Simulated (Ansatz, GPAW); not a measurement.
# A 8-layer slab of Cr(111): work function by functional and basis

Wanted: work functions and dipole of a 8-layer slab of Cr(111), with the cost of each level.

Program: GPAW 26.7.0 and Ansatz 0.2.0. Level of theory: GPAW, PAW setups; slab in vacuum, in the first sound run; inputs show where later runs differ. Results are calculated unless marked as measured.

Report form: the programs' logs are mostly left out.

**1. Starting point**

The cell holds 8 atoms: 8 Cr. Its edges and angles: a = 4.073 Å, b = 4.073 Å, c = 23.820 Å, α = 90.0°, β = 90.0°, γ = 60.0°. Vacuum lies along c.

Coordinates:

```
Cr
1.0
     4.07294    0.00000    0.00000
     2.03647    3.52727    0.00000
     0.00000    0.00000   23.81969
Cr
8
Direct
  0.66667 0.66667 0.37784
  0.00000 0.00000 0.41274
  0.33333 0.33333 0.44765
  0.66667 0.66667 0.48255
  0.00000 0.00000 0.51745
  0.33333 0.33333 0.55235
  0.66667 0.66667 0.58726
  0.00000 0.00000 0.62216
```

**2. Relaxing the atoms**

The atoms are relaxed first, since the surface dipole, and with it the work function, follows the positions of the outer layers. The lowest 4 atoms are held at bulk positions and keep their forces.

Contents of run.py:

```python
import json
import numpy as np
from ase import Atoms
from ase.constraints import FixAtoms
from ase.optimize import BFGS
from gpaw import GPAW, PW

slab = Atoms(
    ['Cr', 'Cr', 'Cr', 'Cr', 'Cr', 'Cr', 'Cr', 'Cr'],
    positions=[
        [4.07294, 2.35151, 9.00000],
        [0.00000, 0.00000, 9.83138],
        [2.03647, 1.17576, 10.66277],
        [4.07294, 2.35151, 11.49415],
        [0.00000, 0.00000, 12.32554],
        [2.03647, 1.17576, 13.15692],
        [4.07294, 2.35151, 13.98831],
        [0.00000, 0.00000, 14.81969]],
    cell=[[4.07294, 0.0, 0.0], [2.03647, 3.52727, 0.0], [0.0, 0.0, 23.81969]],
    pbc=[True, True, False])

slab.calc = GPAW(mode=PW(400), xc='PBE', kpts={'size': (9, 9, 1), 'gamma': True},
                 occupations={'name': 'fermi-dirac', 'width': 0.1}, nbands='160%',
                 convergence={'density': 0.0001}, maxiter=200,
                 poissonsolver={'dipolelayer': 'xy'},
                 symmetry={'tolerance': 1e-3, 'extra_ids': [1, 1, 1, 1, 0, 0, 0, 0]}, txt='slab.txt')
result = {}
slab.set_constraint(FixAtoms([0, 1, 2, 3]))
path = []
opt = BFGS(slab, maxstep=0.2)
opt.attach(lambda: path.append((slab.get_potential_energy(), slab.positions.tolist(), slab.get_forces().tolist())))
result['relaxed'] = bool(opt.run(fmax=0.05, steps=30))
result['path'] = path
energy = slab.get_potential_energy()
fermi = slab.calc.get_fermi_level()
v = slab.calc.get_electrostatic_potential().mean((0, 1)) - fermi
n = slab.calc.get_pseudo_density().mean((0, 1))
L = slab.cell[2, 2]
z = np.arange(len(v)) * L / len(v)
low, high = slab.positions[:, 2].min(), slab.positions[:, 2].max()
below, above = np.interp([low - 6.8, high + 6.8], z, v)
slopes = [np.interp(x, z, np.gradient(v, z)) for x in (low - 6.8, high + 6.8)]
eps = np.array([[slab.calc.get_eigenvalues(k, s) for k in range(len(slab.calc.get_ibz_k_points()))]
                for s in range(slab.calc.get_number_of_spins())]) - fermi
top, bottom = eps[eps < 0].max(), eps[eps > 0].min()
dipole = slab.get_dipole_moment()[2]
print(f'energy {energy:.4f} eV, Fermi level {fermi:.4f} eV, dipole {dipole:.5f} e A')
print(f'potential 6.8 A off the faces, from the Fermi level: lower {below:.4f} eV, upper {above:.4f} eV')
print(f'slope of the potential there: lower {slopes[0]:.5f}, upper {slopes[1]:.5f} eV/A')
print(f'nearest levels on the mesh: {top:.4f} and {bottom:.4f} eV')
print('magnetic moment', round(slab.get_magnetic_moment(), 3))
result.update(energy=energy, fermi=fermi, dipole=dipole, below=below, above=above, slopes=slopes, edges=[top, bottom],
              z=z.tolist(), v=v.tolist(), n=n.tolist(), positions=slab.positions.tolist(),
              forces=slab.get_forces(apply_constraint=False).tolist(), moments=slab.get_magnetic_moments().tolist())
json.dump(result, open('result.json', 'w'))
```

The run is started by

```console
OMP_NUM_THREADS=1 OPENBLAS_NUM_THREADS=1 python run.py
```

It took 16 min on 1 thread of Intel Xeon Platinum 8488C (Sapphire Rapids), shared host; peak memory 0.27 GiB.

This run has no spin polarisation, although Cr can carry a moment.

Step by step:

| step | energy less that of the first step (eV) | largest force (eV/Å) |
| --- | --- | --- |
| 1 | 0.0000 | 1.7687 |
| 2 | -0.0624 | 1.6545 |
| 3 | -0.3372 | 0.5424 |
| 4 | -0.3453 | 0.5854 |
| 5 | -0.3958 | 0.4230 |
| 6 | -0.4052 | 0.3254 |
| 7 | -0.4084 | 0.2594 |
| 8 | -0.4109 | 0.1748 |
| 9 | -0.4128 | 0.1264 |
| 10 | -0.4136 | 0.0968 |
| 11 | -0.4139 | 0.0894 |
| 12 | -0.4143 | 0.0614 |
| 13 | -0.4144 | 0.0355 |

The atoms that moved most (Å):

| atom | dx | dy | dz | length |
| --- | --- | --- | --- | --- |
| Cr8 | 0.000 | 0.000 | -0.348 | 0.348 |
| Cr7 | 0.000 | 0.000 | -0.186 | 0.186 |
| Cr6 | 0.000 | 0.000 | 0.021 | 0.021 |
| Cr5 | 0.000 | 0.000 | -0.020 | 0.020 |

The relaxed structure:

```cif
data_structure
_symmetry_space_group_name_H-M 'P 1'
_symmetry_Int_Tables_number 1
_cell_length_a 4.0729
_cell_length_b 4.0729
_cell_length_c 23.8197
_cell_angle_alpha 90.000
_cell_angle_beta 90.000
_cell_angle_gamma 60.000
_cell_volume 342.20
loop_
_atom_site_label
_atom_site_type_symbol
_atom_site_fract_x
_atom_site_fract_y
_atom_site_fract_z
_atom_site_occupancy
Cr1 Cr 0.66667 0.66667 0.37784 1
Cr2 Cr 0.00000 0.00000 0.41274 1
Cr3 Cr 0.33333 0.33333 0.44765 1
Cr4 Cr 0.66667 0.66667 0.48255 1
Cr5 Cr 0.00000 0.00000 0.51660 1
Cr6 Cr 0.33333 0.33333 0.55324 1
Cr7 Cr 0.66667 0.66667 0.57947 1
Cr8 Cr 0.00000 0.00000 0.60754 1
```

This step gave:

```
dipole along the normal                    : -0.01239 e·Å
levels nearest the Fermi level on the mesh : -0.005202, 0.01047 eV from the Fermi level
upper work function                        : 4.087 eV
lower work function                        : 3.912 eV
```

Table of electrostatic potential energy of an electron (without an applied field's), less the Fermi level, planar mean by z:

| z (Å) | electrostatic potential energy of an electron (without an applied field's), less the Fermi level, planar mean (eV) |
| --- | --- |
| 0.0 | 4.00 |
| 0.5 | 3.91 |
| 1.0 | 3.91 |
| 1.5 | 3.91 |
| 2.0 | 3.91 |
| 2.5 | 3.91 |
| 3.0 | 3.91 |
| 3.5 | 3.91 |
| 4.0 | 3.91 |
| 4.5 | 3.91 |
| 5.0 | 3.91 |
| 5.5 | 3.90 |
| 6.0 | 3.88 |
| 6.5 | 3.83 |
| 7.0 | 3.67 |
| 7.5 | 3.20 |
| 8.0 | 1.82 |
| 8.5 | -2.42 |
| 9.0 | -8.89 |
| 9.5 | -9.90 |
| 10.0 | -10.7 |
| 10.5 | -10.9 |
| 11.0 | -10.5 |
| 11.5 | -11.4 |
| 12.0 | -10.7 |
| 12.5 | -10.7 |
| 13.0 | -11.7 |
| 13.5 | -13.9 |
| 14.0 | -13.5 |
| 14.5 | -10.3 |
| 15.0 | -2.36 |
| 15.5 | 2.04 |
| 16.0 | 3.43 |
| 16.5 | 3.88 |
| 17.0 | 4.02 |
| 17.5 | 4.07 |
| 18.0 | 4.08 |
| 18.5 | 4.08 |
| 19.0 | 4.09 |
| 19.5 | 4.09 |
| 20.0 | 4.09 |
| 20.5 | 4.09 |
| 21.0 | 4.09 |
| 21.5 | 4.09 |
| 22.0 | 4.09 |
| 22.5 | 4.09 |
| 23.0 | 4.09 |
| 23.5 | 4.07 |

Table of pseudo valence density, planar mean by z:

| z (Å) | pseudo valence density, planar mean (e/Å³) |
| --- | --- |
| 0.00 | 6.5e-7 |
| 0.64 | 0 |
| 1.28 | 0 |
| 1.91 | 0 |
| 2.55 | 0 |
| 3.19 | 2.1e-6 |
| 3.83 | 5.2e-6 |
| 4.47 | 2.5e-5 |
| 5.10 | 9.8e-5 |
| 5.74 | 4.0e-4 |
| 6.38 | 0.00161 |
| 7.02 | 0.00643 |
| 7.66 | 0.0256 |
| 8.29 | 0.123 |
| 8.93 | 0.420 |
| 9.57 | 0.470 |
| 10.21 | 0.478 |
| 10.85 | 0.504 |
| 11.48 | 0.537 |
| 12.12 | 0.514 |
| 12.76 | 0.487 |
| 13.40 | 0.589 |
| 14.04 | 0.558 |
| 14.67 | 0.394 |
| 15.31 | 0.0981 |
| 15.95 | 0.0210 |
| 16.59 | 0.00492 |
| 17.23 | 0.00114 |
| 17.86 | 2.6e-4 |
| 18.50 | 5.9e-5 |
| 19.14 | 1.3e-5 |
| 19.78 | 2.9e-6 |
| 20.42 | 1.1e-6 |
| 21.05 | 0 |
| 21.69 | 7.8e-7 |
| 22.33 | 0 |
| 22.97 | 7.7e-7 |
| 23.61 | 0 |

The relaxation lowered the energy of the cell by 0.414 eV (energies extrapolated to zero smearing; the optimiser's log prints free energies). The largest force left on a free atom is 0.035 eV/Å.

**3. The slab's potential**

With the geometry fixed, the planar mean of the potential gives the vacuum level on each side.

Edit run.py of step 2 so:

```diff
@@ -3,4 +3,2 @@
 from ase import Atoms
-from ase.constraints import FixAtoms
-from ase.optimize import BFGS
 from gpaw import GPAW, PW
@@ -14,6 +12,6 @@
         [4.07294, 2.35151, 11.49415],
-        [0.00000, 0.00000, 12.32554],
-        [2.03647, 1.17576, 13.15692],
-        [4.07294, 2.35151, 13.98831],
-        [0.00000, 0.00000, 14.81969]],
+        [-0.00000, 0.00000, 12.30518],
+        [2.03647, 1.17576, 13.17803],
+        [4.07294, 2.35151, 13.80271],
+        [0.00000, 0.00000, 14.47138]],
     cell=[[4.07294, 0.0, 0.0], [2.03647, 3.52727, 0.0], [0.0, 0.0, 23.81969]],
@@ -23,12 +21,6 @@
                  occupations={'name': 'fermi-dirac', 'width': 0.1}, nbands='160%',
-                 convergence={'density': 0.0001}, maxiter=200,
+                 convergence={'density': 1e-05}, maxiter=200,
                  poissonsolver={'dipolelayer': 'xy'},
-                 symmetry={'tolerance': 1e-3, 'extra_ids': [1, 1, 1, 1, 0, 0, 0, 0]}, txt='slab.txt')
+                 symmetry={'tolerance': 1e-3}, txt='slab.txt')
 result = {}
-slab.set_constraint(FixAtoms([0, 1, 2, 3]))
-path = []
-opt = BFGS(slab, maxstep=0.2)
-opt.attach(lambda: path.append((slab.get_potential_energy(), slab.positions.tolist(), slab.get_forces().tolist())))
-result['relaxed'] = bool(opt.run(fmax=0.05, steps=30))
-result['path'] = path
 energy = slab.get_potential_energy()
```

Run time: 1.8 min. Hardware: 1 thread; peak memory 0.28 GiB.

This step gave:

```yaml
dipole_along_the_normal: -0.01289 e·Å
levels_nearest_the_fermi_level_on_the_mesh: -0.005194, 0.01048 eV from the Fermi level
```

Electrostatic potential energy of an electron (without an applied field's), less the Fermi level, planar mean against z:

| z (Å) | electrostatic potential energy of an electron (without an applied field's), less the Fermi level, planar mean (eV) |
| --- | --- |
| 0 | 4.00 |
| 1 | 3.91 |
| 2 | 3.91 |
| 3 | 3.91 |
| 4 | 3.91 |
| 5 | 3.91 |
| 6 | 3.88 |
| 7 | 3.67 |
| 8 | 1.82 |
| 9 | -8.89 |
| 10 | -10.7 |
| 11 | -10.5 |
| 12 | -10.7 |
| 13 | -11.7 |
| 14 | -13.5 |
| 15 | -2.36 |
| 16 | 3.43 |
| 17 | 4.02 |
| 18 | 4.08 |
| 19 | 4.09 |
| 20 | 4.09 |
| 21 | 4.09 |
| 22 | 4.09 |
| 23 | 4.09 |

The pseudo valence density, planar mean oscillates, so the rows of the table below give means over windows of 0.85 Å about each position, cut where the curve ends. Its maxima inside the range that stand out by 2 % of the span (Å: e/Å³): 9.15: 0.445, 9.78: 0.520, 10.63: 0.526, 11.48: 0.537, 12.34: 0.537, 13.82: 0.617. Its minima: 9.36: 0.432, 10.21: 0.478, 11.06: 0.474, 11.91: 0.479, 12.76: 0.487.

Table of pseudo valence density, planar mean by z; means over each step:

| z (Å) | pseudo valence density, planar mean (e/Å³) |
| --- | --- |
| 4.67 | 4.5e-5 |
| 5.52 | 2.9e-4 |
| 6.37 | 0.00186 |
| 7.22 | 0.0118 |
| 8.07 | 0.0861 |
| 8.92 | 0.370 |
| 9.77 | 0.488 |
| 10.62 | 0.501 |
| 11.47 | 0.505 |
| 12.32 | 0.508 |
| 13.17 | 0.564 |
| 14.02 | 0.562 |
| 14.87 | 0.282 |
| 15.72 | 0.0435 |
| 16.57 | 0.00607 |
| 17.42 | 8.6e-4 |
| 18.27 | 1.2e-4 |
| 19.12 | 1.7e-5 |

Force by atom:

| atom | x (eV/Å) | y (eV/Å) | z (eV/Å) | size |
| --- | --- | --- | --- | --- |
| Cr1 | 0.00 | 0.00 | 1.54 | 1.54 |
| Cr2 | 0.00 | 0.00 | 0.25 | 0.25 |
| Cr3 | 0.00 | 0.00 | -0.86 | 0.86 |
| Cr4 | 0.00 | 0.00 | -0.91 | 0.91 |
| Cr5 | 0.00 | 0.00 | -0.03 | 0.03 |
| Cr6 | 0.00 | 0.00 | -0.01 | 0.01 |
| Cr7 | 0.00 | 0.00 | -0.02 | 0.02 |
| Cr8 | 0.00 | 0.00 | 0.03 | 0.03 |

The potential is flat to 2.2e-4 eV/Å where it is read, so the vacuum is wide enough.

**4. Self-consistent run: xc = "RPBE"**

The same geometry under RPBE, to see how far the functional moves the levels against the vacuum.

Edit run.py of step 3 so:

```diff
@@ -19,3 +19,3 @@
 
-slab.calc = GPAW(mode=PW(400), xc='PBE', kpts={'size': (9, 9, 1), 'gamma': True},
+slab.calc = GPAW(mode=PW(400), xc='RPBE', kpts={'size': (9, 9, 1), 'gamma': True},
                  occupations={'name': 'fermi-dirac', 'width': 0.1}, nbands='160%',
```

It took 1.8 min on 1 thread; peak memory 0.27 GiB.

This step gave:

```
dipole along the normal                    : -0.01349 e·Å
levels nearest the Fermi level on the mesh : -0.003400, 0.01121 eV from the Fermi level
upper work function                        : 3.939 eV
lower work function                        : 3.756 eV
```

Electrostatic potential energy of an electron (without an applied field's), less the Fermi level, planar mean against z:

| z (Å) | electrostatic potential energy of an electron (without an applied field's), less the Fermi level, planar mean (eV) |
| --- | --- |
| 0.0 | 3.85 |
| 0.5 | 3.76 |
| 1.0 | 3.76 |
| 1.5 | 3.76 |
| 2.0 | 3.76 |
| 2.5 | 3.76 |
| 3.0 | 3.76 |
| 3.5 | 3.76 |
| 4.0 | 3.76 |
| 4.5 | 3.75 |
| 5.0 | 3.75 |
| 5.5 | 3.74 |
| 6.0 | 3.73 |
| 6.5 | 3.67 |
| 7.0 | 3.51 |
| 7.5 | 3.04 |
| 8.0 | 1.68 |
| 8.5 | -2.53 |
| 9.0 | -8.98 |
| 9.5 | -10.0 |
| 10.0 | -10.8 |
| 10.5 | -11.0 |
| 11.0 | -10.6 |
| 11.5 | -11.5 |
| 12.0 | -10.8 |
| 12.5 | -10.8 |
| 13.0 | -11.8 |
| 13.5 | -14.0 |
| 14.0 | -13.6 |
| 14.5 | -10.4 |
| 15.0 | -2.48 |
| 15.5 | 1.90 |
| 16.0 | 3.28 |
| 16.5 | 3.72 |
| 17.0 | 3.87 |
| 17.5 | 3.91 |
| 18.0 | 3.93 |
| 18.5 | 3.94 |
| 19.0 | 3.94 |
| 19.5 | 3.94 |
| 20.0 | 3.94 |
| 20.5 | 3.94 |
| 21.0 | 3.94 |
| 21.5 | 3.94 |
| 22.0 | 3.94 |
| 22.5 | 3.94 |
| 23.0 | 3.94 |
| 23.5 | 3.92 |

The pseudo valence density, planar mean oscillates, so the rows of the table below give means over windows of 0.85 Å about each position, cut where the curve ends. Its maxima inside the range that stand out by 2 % of the span (Å: e/Å³): 9.15: 0.445, 9.78: 0.520, 10.63: 0.527, 11.48: 0.537, 12.34: 0.537, 13.82: 0.617. Its minima: 9.36: 0.431, 10.21: 0.478, 11.06: 0.474, 11.91: 0.478, 12.76: 0.487.

The pseudo valence density, planar mean by z; means over each step:

| z (Å) | pseudo valence density, planar mean (e/Å³) |
| --- | --- |
| 4.67 | 5.2e-5 |
| 5.52 | 3.1e-4 |
| 6.37 | 0.00186 |
| 7.22 | 0.0116 |
| 8.07 | 0.0858 |
| 8.92 | 0.370 |
| 9.77 | 0.488 |
| 10.62 | 0.501 |
| 11.47 | 0.505 |
| 12.32 | 0.508 |
| 13.17 | 0.564 |
| 14.02 | 0.562 |
| 14.87 | 0.282 |
| 15.72 | 0.0432 |
| 16.57 | 0.00597 |
| 17.42 | 8.9e-4 |
| 18.27 | 1.3e-4 |
| 19.12 | 1.9e-5 |

Force by atom:

| atom | x (eV/Å) | y (eV/Å) | z (eV/Å) | size |
| --- | --- | --- | --- | --- |
| Cr1 | 0.00 | 0.00 | 1.24 | 1.24 |
| Cr2 | 0.00 | 0.00 | 0.14 | 0.14 |
| Cr3 | 0.00 | 0.00 | -0.93 | 0.93 |
| Cr4 | 0.00 | 0.00 | -0.94 | 0.94 |
| Cr5 | 0.00 | 0.00 | -0.10 | 0.10 |
| Cr6 | 0.00 | 0.00 | 0.05 | 0.05 |
| Cr7 | 0.00 | 0.00 | 0.14 | 0.14 |
| Cr8 | 0.00 | 0.00 | 0.41 | 0.41 |

The upper face's work function is 3.939 eV, against 4.087 eV in the first plane-wave PBE run at this geometry.

**5. Self-consistent run: xc = "revPBE"**

The same geometry under revPBE, to see how far the functional moves the levels against the vacuum.

Edit run.py of step 4 so:

```diff
@@ -19,3 +19,3 @@
 
-slab.calc = GPAW(mode=PW(400), xc='RPBE', kpts={'size': (9, 9, 1), 'gamma': True},
+slab.calc = GPAW(mode=PW(400), xc='revPBE', kpts={'size': (9, 9, 1), 'gamma': True},
                  occupations={'name': 'fermi-dirac', 'width': 0.1}, nbands='160%',
```

Wall time 1.8 min (1 thread); peak memory 0.27 GiB.

Numbers from this step:

```yaml
dipole_along_the_normal: -0.01364 e·Å
levels_nearest_the_fermi_level_on_the_mesh: -0.002258, 0.01042 eV from the Fermi level
upper_work_function: 3.956 eV
lower_work_function: 3.772 eV
```

Electrostatic potential energy of an electron (without an applied field's), less the Fermi level, planar mean against z:

| z (Å) | electrostatic potential energy of an electron (without an applied field's), less the Fermi level, planar mean (eV) |
| --- | --- |
| 0 | 3.86 |
| 1 | 3.77 |
| 2 | 3.77 |
| 3 | 3.77 |
| 4 | 3.77 |
| 5 | 3.77 |
| 6 | 3.74 |
| 7 | 3.54 |
| 8 | 1.71 |
| 9 | -8.96 |
| 10 | -10.8 |
| 11 | -10.6 |
| 12 | -10.8 |
| 13 | -11.8 |
| 14 | -13.6 |
| 15 | -2.45 |
| 16 | 3.31 |
| 17 | 3.89 |
| 18 | 3.95 |
| 19 | 3.96 |
| 20 | 3.96 |
| 21 | 3.96 |
| 22 | 3.96 |
| 23 | 3.96 |

The upper face's work function is 3.956 eV, against 4.087 eV in the first plane-wave PBE run at this geometry.

**6. OptPBE vdW: xc = "optPBE-vdW"**

The same geometry under optPBE-vdW, to see how far the functional moves the levels against the vacuum (the van der Waals functionals take revPBE setups).

Edit run.py of step 5 so:

```diff
@@ -19,3 +19,3 @@
 
-slab.calc = GPAW(mode=PW(400), xc='revPBE', kpts={'size': (9, 9, 1), 'gamma': True},
+slab.calc = GPAW(mode=PW(400), xc='optPBE-vdW', kpts={'size': (9, 9, 1), 'gamma': True},
                  occupations={'name': 'fermi-dirac', 'width': 0.1}, nbands='160%',
```

It took 2.2 min on 1 thread; peak memory 0.5 GiB.

This step gave:

```
dipole along the normal                    : -0.01069 e·Å
levels nearest the Fermi level on the mesh : -0.01513, 0.01781 eV from the Fermi level
upper work function                        : 4.264 eV
lower work function                        : 4.116 eV
```

The upper face's work function is 4.264 eV, against 4.087 eV in the first plane-wave PBE run at this geometry.

**7. Real-space grid: mode = "fd"**

A real-space grid is a second complete basis, so it checks the plane-wave result.

Edit run.py of step 6 so:

```diff
@@ -3,3 +3,3 @@
 from ase import Atoms
-from gpaw import GPAW, PW
+from gpaw import GPAW
 
@@ -19,3 +19,3 @@
 
-slab.calc = GPAW(mode=PW(400), xc='optPBE-vdW', kpts={'size': (9, 9, 1), 'gamma': True},
+slab.calc = GPAW(mode='fd', h=0.18, xc='PBE', kpts={'size': (9, 9, 1), 'gamma': True},
                  occupations={'name': 'fermi-dirac', 'width': 0.1}, nbands='160%',
```

Elapsed: 11 min, on 1 thread; peak memory 0.94 GiB.

This step gave:

```yaml
dipole_along_the_normal: -0.01399 e·Å
levels_nearest_the_fermi_level_on_the_mesh: -0.006513, 0.01129 eV from the Fermi level
upper_work_function: 4.084 eV
lower_work_function: 3.908 eV
```

Table of electrostatic potential energy of an electron (without an applied field's), less the Fermi level, planar mean by z:

| z (Å) | electrostatic potential energy of an electron (without an applied field's), less the Fermi level, planar mean (eV) |
| --- | --- |
| 0 | 4.00 |
| 1 | 3.91 |
| 2 | 3.91 |
| 3 | 3.91 |
| 4 | 3.91 |
| 5 | 3.90 |
| 6 | 3.88 |
| 7 | 3.67 |
| 8 | 1.82 |
| 9 | -8.90 |
| 10 | -10.7 |
| 11 | -10.5 |
| 12 | -10.7 |
| 13 | -11.7 |
| 14 | -13.5 |
| 15 | -2.37 |
| 16 | 3.43 |
| 17 | 4.02 |
| 18 | 4.08 |
| 19 | 4.08 |
| 20 | 4.08 |
| 21 | 4.08 |
| 22 | 4.08 |
| 23 | 4.08 |

The upper face's work function is 4.084 eV, against 4.087 eV in the first plane-wave PBE run at this geometry.

**8. Atomic orbitals: mode = "lcao"**

Atom-centred orbitals end a few angstrom from the surface, which tests how much the density's tail matters.

Edit run.py of step 7 so:

```diff
@@ -19,4 +19,4 @@
 
-slab.calc = GPAW(mode='fd', h=0.18, xc='PBE', kpts={'size': (9, 9, 1), 'gamma': True},
-                 occupations={'name': 'fermi-dirac', 'width': 0.1}, nbands='160%',
+slab.calc = GPAW(mode='lcao', basis='dzp', h=0.18, xc='PBE', kpts={'size': (9, 9, 1), 'gamma': True},
+                 occupations={'name': 'fermi-dirac', 'width': 0.1}, nbands='120%',
                  convergence={'density': 1e-05}, maxiter=200,
```

Wall time 8.9 min (1 thread); peak memory 0.41 GiB.

Numbers from this step:

| Property | Result |
| --- | --- |
| dipole along the normal | -0.01910 e·Å |
| levels nearest the Fermi level on the mesh | -0.02538, 0.002868 eV from the Fermi level |
| upper work function | 3.724 eV |
| lower work function | 3.484 eV |

The upper face's work function is 3.724 eV, against 4.087 eV in the first plane-wave PBE run at this geometry.

**9. Cost and result by level**

Times are for 1 thread of Intel Xeon Platinum 8488C (Sapphire Rapids), shared host. Results by setting:

| no. | run | upper work function (eV) | lower work function (eV) | time | memory (GiB) |
| --- | --- | --- | --- | --- | --- |
| 1 | pw | 4.087 | 3.912 | 1.8 min | 0.28 |
| 2 | RPBE | 3.939 | 3.756 | 1.8 min | 0.27 |
| 3 | revPBE | 3.956 | 3.772 | 1.8 min | 0.27 |
| 4 | optPBE vdW | 4.264 | 4.116 | 2.2 min | 0.5 |
| 5 | fd | 4.084 | 3.908 | 11 min | 0.94 |
| 6 | lcao | 3.724 | 3.484 | 8.9 min | 0.41 |

(Part 1 of 2 ends here.)

[Logs are printed without paths, hosts, clocks, repeated set-up lines and the standing remarks that a program may print on its own settings, such as how far it seeks lower states.]

[Hosts, paths, dates, database ids (printed as entryN), source tags and the programs' standing remarks are cut or masked in the printed files.]
